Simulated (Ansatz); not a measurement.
The crystal is LiH (Fm-3m).

The database entry behind the starting cell differs from later determinations by our own check (the deuteride, about 0.2 % short), so it need not match the best structure at ambient conditions.

The structure is cubic, space group Fm-3m (No. 225). Conventional cell: a = 4.074 Å, b = 4.074 Å, c = 4.074 Å, α = 90.00°, β = 90.00°, γ = 90.00°. Nearest to Li lie 6 H at 2.04 Å. Nearest to H lie 6 Li at 2.04 Å. Farther neighbours are not listed.

```xyz
2
Lattice="0.0000 2.0368 2.0368 2.0368 0.0000 2.0368 2.0368 2.0368 0.0000" Properties=species:S:1:pos:R:3 pbc="T T T"
Li    0.0000    0.0000    0.0000
H     2.0368    2.0368    2.0368
```

The cell and positions come from the Crystallography Open Database and are kept as given unless a step says otherwise. PAW set soft_2, made with PBE.

Gaps computed with Ansatz 0.2.0 without a self-energy: LDA 2.66 eV and PBE 3.02 eV.

**Question.** Estimate the G0W0@PBE gap with 6×6×6 mesh, 108 empty bands, screening to 200 eV, default PAW files.

About 4.89 eV: on its mesh the run moves the gap from 3.02 eV by +1.87 eV. Among the scalar-relativistic levels given, PBE is nearest (−1.87 eV). Bands and cutoff are finite, so the gap is not at the basis limit. The miss can reach some tenths of an eV and take either sign; the mesh is an error of its own.

[Paths, hosts, dates, memory and timing lines, banners, echoed tables and standing remarks are left out of the program output.]

[Logs are printed without paths, hosts, clocks, repeated set-up lines and the standing remarks that a program may print on its own settings, such as how far it seeks lower states.]

[Runs of the session that timed out or met a known fault of the program may be left out.]

[Cells called generated may have been cut or substituted from an entry of the Crystallography Open Database or the Materials Project.]

[Hosts, paths, dates, database ids (printed as entryN), source tags and the programs' standing remarks are cut or masked in the printed files.]
